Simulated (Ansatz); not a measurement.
# YAu (Pm-3m): phonons along a line and the smearing, part 2 of 2

Aim: see how the phonons of YAu (Pm-3m) along the first symmetry line respond to the electronic smearing.

Ansatz 0.2.0; DFT PBEsol, scalar-relativistic, plane waves, PAW.

So far. Step 2 (Relaxing cell and atoms): The largest force is now zero by symmetry and the largest stress component 0.016 GPa, small enough for phonons. Step 4 (Wavevectors along a line: Fermi–Dirac smearing of 0.25 …): Against step 3 (now smearing width 0.25 eV), the free energy moves by -59.5 meV an atom. The relaxed cell has a = 3.548 Å (conventional setting).

## (5) Wavevectors along a line: Fermi–Dirac smearing of 0.04 eV

Each wavevector is solved by itself, so no interpolation smooths a dip of the branch.

The input, input.yaml:

```yaml
crystal:
  lattice:
    - [3.5476576154, 0.0, 0.0]
    - [0.0, 3.5476576154, 0.0]
    - [0.0, 0.0, 3.5476576154]
  atoms:
    - { symbol: "Y", position: [0.5, 0.5, 0.5] }
    - { symbol: Au, position: [0.0, 0.0, 0.0] }
kpoints:
  mp_grid: { grid: [16, 16, 16] }
hamiltonian:
  xc: pbesol
scf:
  occupations: { method: fermi_dirac, width: 0.04 }
output:
  eigenvalues: true
phonons:
  method: dfpt
  qpoints:
    - [0, 0, 0]
    - [0.0, 0.0625, 0.0]
    - [0.0, 0.1875, 0.0]
    - [0.0, 0.3125, 0.0]
    - [0.0, 0.4375, 0.0]
```

Narrower smearing comes nearer the zero-temperature value but asks more of the mesh.

The run is started by

```
> ansatz run input.yaml --threads 4 --pin off --max-ram 8192MiB --backend cpu --events-out ev --progress --plain --runs-dir out
```

Numbers of over 12 decimals in the logs are rounded to 6 here.

Log:

```text
[...]
Crystal: 2 atoms, lattice volume = 44.650 Å³
Basis set: ecut = 420 eV, 895 PW (Γ), exchange–correlation on 48×48×48 points (8 copies of the dense FFT grid, shifted against one another)
Bands: 19, of which v1, the nominal top of the filled ones, is band 15 counted from 1 (14 counted from 0)
Symmetry: 48 space group operations
k-points: 165 of 4096
[...]
SCF iter   1: F=—  HF=-16803.916273 eV  |F-HF|=—  |Δ(HF+E_count)|=         —  Δρ=4.47e-3  dr2=9.59e-3  ethr=1.77e-3  ⟨swp⟩=5.1  Hψ=12791  notcnv=0
[...]
SCF iter   8: F=-16803.914790 eV  HF=-16803.914790 eV  |F-HF|=0.00e0  |Δ(HF+E_count)|=  1.82e-11  Δρ=1.33e-7  dr2=7.53e-12  ethr=1.00e-12  ⟨swp⟩=5.0  Hψ=12589  notcnv=0
SCF 1 converged in 8 iterations: F = -16803.914790 eV  dr2 = 7.53e-12
[...]
SCF converged after 8 iterations
Free energy (F): -16803.914790 eV
[...]
Internal energy: -16803.909837 eV  (E = F + TS)
E sigma→0 (E₀):  -16803.912314 eV
Entropy (-TS):   -0.004953 eV (-2.477 meV/atom)
Fermi energy:    15.206312 eV
[...]
--- Band table (eV; the first three rows and the last of 165) ---
  k-point 0: bands = [... 11 lower, 10.7333, 10.7333, 10.7333, 16.1097, 16.1097, 19.7479, 19.7479, 19.7479]
  k-point 1: bands = [... 11 lower, 10.7264, 10.7264, 10.7394, 16.0749, 16.1136, 19.3466, 19.3466, 19.7263]
  k-point 2: bands = [... 11 lower, 10.7071, 10.7071, 10.7570, 15.9754, 16.0873, 18.7033, 18.7033, 19.6650]
  k-point 164: bands = [... 11 lower, 11.4823, 11.4823, 13.3802, 13.3802, 13.3802, 15.1945, 20.7420, 20.7420]
[...]
ASR residual: 9.189e-5 → 0.000e0 eV/Å²; symmetrization residual: 6.631e-7 eV/Å²
  ASR residual per site (eV/Å²): 9.19e-5 8.95e-5
  Γ frequencies (cm⁻¹): 0.00 0.00 0.00 104.89 104.89 104.89
[...]
--- Phonons (arbitrary-q DFPT): 5 explicit q-points ---
[...]
```

Wall time 3.7 min (4 threads of Arm Neoverse V2, shared host); peak memory 2.5 GiB.

Each wavevector solved by linear response. Table of frequency by |q| along the line:

| \|q\| along the line (Å⁻¹) | mode 1 = mode 2 (cm⁻¹) | mode 3 (cm⁻¹) | mode 4 = mode 5 (cm⁻¹) | mode 6 (cm⁻¹) |
| --- | --- | --- | --- | --- |
| 0.000 | 0 | 0 | 105 | 105 |
| 0.111 | 11.3 | 20.9 | 105 | 107 |
| 0.332 | 32.1 | 52.8 | 103 | 129 |
| 0.553 | 47.5 | 66.2 | 101 | 158 |
| 0.775 | 55.6 | 66.2 | 96.7 | 176 |

Against step 3 (now smearing width 0.04 eV), the free energy moves by +7.8 meV an atom.

## (6) Phonons along a line: Methfessel–Paxton smearing of 0.2 eV

The smearing blurs the Fermi surface that screens the phonons; a Methfessel–Paxton width blurs it less than a thermal one.

input.yaml, as its differences from that of step 5:

```diff
@@ -13,3 +13,3 @@
 scf:
-  occupations: { method: fermi_dirac, width: 0.04 }
+  occupations: { method: methfessel_paxton, width: 0.2 }
 output:
```

Log:

```text
[...]
Crystal: 2 atoms, lattice volume = 44.650 Å³
Basis set: ecut = 420 eV, 895 PW (Γ), exchange–correlation on 48×48×48 points (8 copies of the dense FFT grid, shifted against one another)
Bands: 19, of which v1, the nominal top of the filled ones, is band 15 counted from 1 (14 counted from 0)
Symmetry: 48 space group operations
k-points: 165 of 4096
[...]
SCF iter   1: F=—  HF=-16803.912466 eV  |F-HF|=—  |Δ(HF+E_count)|=         —  Δρ=4.47e-3  dr2=9.57e-3  ethr=1.77e-3  ⟨swp⟩=4.1  Hψ=12272  notcnv=0
[...]
SCF iter   8: F=-16803.911005 eV  HF=-16803.911005 eV  |F-HF|=0.00e0  |Δ(HF+E_count)|=  2.18e-11  S|Δr|=    0.00e0  Δρ=1.33e-7  dr2=7.62e-12  ethr=1.00e-12  ⟨swp⟩=5.0  Hψ=12679  notcnv=0
SCF 1 converged in 8 iterations: F = -16803.911005 eV  dr2 = 7.62e-12
[...]
SCF converged after 8 iterations
Stability not checked: this state was not tested for a lower state beside it, because cold or Methfessel-Paxton smearing, or corrected tetrahedra, fill the levels in a way that the test cannot read (fill_not_monotonic; see scf.lower_state_search)
Free energy (F): -16803.911005 eV
[...]
Internal energy: -16803.913585 eV  (E = F + TS)
E sigma→0 (E₀):  -16803.911650 eV
Entropy (-TS):   0.002580 eV (1.290 meV/atom)
Fermi energy:    15.212166 eV
[...]
--- Band table (eV; the first three rows and the last of 165) ---
  k-point 0: bands = [... 11 lower, 10.7337, 10.7337, 10.7337, 16.1097, 16.1097, 19.7476, 19.7476, 19.7476]
  k-point 1: bands = [... 11 lower, 10.7268, 10.7268, 10.7398, 16.0749, 16.1136, 19.3464, 19.3464, 19.7260]
  k-point 2: bands = [... 11 lower, 10.7074, 10.7074, 10.7573, 15.9754, 16.0873, 18.7031, 18.7031, 19.6648]
  k-point 164: bands = [... 11 lower, 11.4826, 11.4826, 13.3801, 13.3801, 13.3801, 15.1947, 20.7417, 20.7417]
[...]
ASR residual: 5.190e-5 → 0.000e0 eV/Å²; symmetrization residual: 3.361e-6 eV/Å²
  ASR residual per site (eV/Å²): 2.68e-5 5.19e-5
  Γ frequencies (cm⁻¹): 0.00 0.00 0.00 105.04 105.04 105.04
[...]
--- Phonons (arbitrary-q DFPT): 5 explicit q-points ---
[...]
```

The job ended after 4.2 min (4 threads; peak memory 2.6 GiB).

Each wavevector solved by linear response. Table of frequency by |q| along the line:

| \|q\| along the line (Å⁻¹) | mode 1 = mode 2 (cm⁻¹) | mode 3 (cm⁻¹) | mode 4 = mode 5 (cm⁻¹) | mode 6 (cm⁻¹) |
| --- | --- | --- | --- | --- |
| 0.000 | 0 | 0 | 105 | 105 |
| 0.111 | 11.2 | 20.8 | 105 | 107 |
| 0.332 | 32.1 | 52.8 | 103 | 129 |
| 0.553 | 47.4 | 66.3 | 101 | 159 |
| 0.775 | 55.6 | 66.5 | 97.0 | 176 |

Against step 3 (now occupations Methfessel-Paxton and smearing width 0.2 eV), the free energy moves by +9.7 meV an atom.

## (7) The lowest branch at each setting

Table of lowest frequency by |q| along the line:

| \|q\| along the line (Å⁻¹) | fermi dirac 0.1 eV, k 16x16x16 (cm⁻¹) | fermi dirac 0.25 eV, k 16x16x16 (cm⁻¹) | fermi dirac 0.04 eV, k 16x16x16 (cm⁻¹) | methfessel paxton 0.2 eV, k 16x16x16 (cm⁻¹) |
| --- | --- | --- | --- | --- |
| 0.000 | 0 | 0 | 0 | 0 |
| 0.111 | 11.1 | 10.8 | 11.3 | 11.2 |
| 0.332 | 31.7 | 31.2 | 32.1 | 32.1 |
| 0.553 | 47.1 | 47.3 | 47.5 | 47.4 |
| 0.775 | 56.0 | 57.0 | 55.6 | 55.6 |

## (8) What came out

```
phonon run of the rows without a label of their own              : PBEsol, k 16×16×16
lowest branch at the last solved point, Fermi–Dirac 0.1 eV       : 56.0 cm⁻¹ at |q| = 0.775 Å⁻¹
lowest branch at the last solved point, Fermi–Dirac 0.25 eV      : 57.0 cm⁻¹ at |q| = 0.775 Å⁻¹
lowest branch at the last solved point, Fermi–Dirac 0.04 eV      : 55.6 cm⁻¹ at |q| = 0.775 Å⁻¹
lowest branch at the last solved point, Methfessel–Paxton 0.2 eV : 55.6 cm⁻¹ at |q| = 0.775 Å⁻¹
```

In words: No branch softens by more than 4 % of the top frequency as the smearing narrows, so no anomaly that hangs on the smearing shows at these points. The line holds 5 wavevectors, so a narrow dip between them would be missed. Between Fermi–Dirac 0.25 eV and Fermi–Dirac 0.04 eV the largest change, with modes counted by rank of frequency, is in mode 6 at |q| = 0.332 Å⁻¹, from 126 to 129 cm⁻¹. Where branches cross, a count by rank can hide a softening. At the narrowest width the k mesh may not resolve the Fermi surface, so part of the change can be mesh noise. Spin–orbit coupling, left out here, matters for Au.

[Logs are printed without paths, hosts, clocks, repeated set-up lines and the standing remarks that a program may print on its own settings, such as how far it seeks lower states.]

[Hosts, paths, dates, database ids (printed as entryN), source tags and the programs' standing remarks are cut or masked in the printed files.]
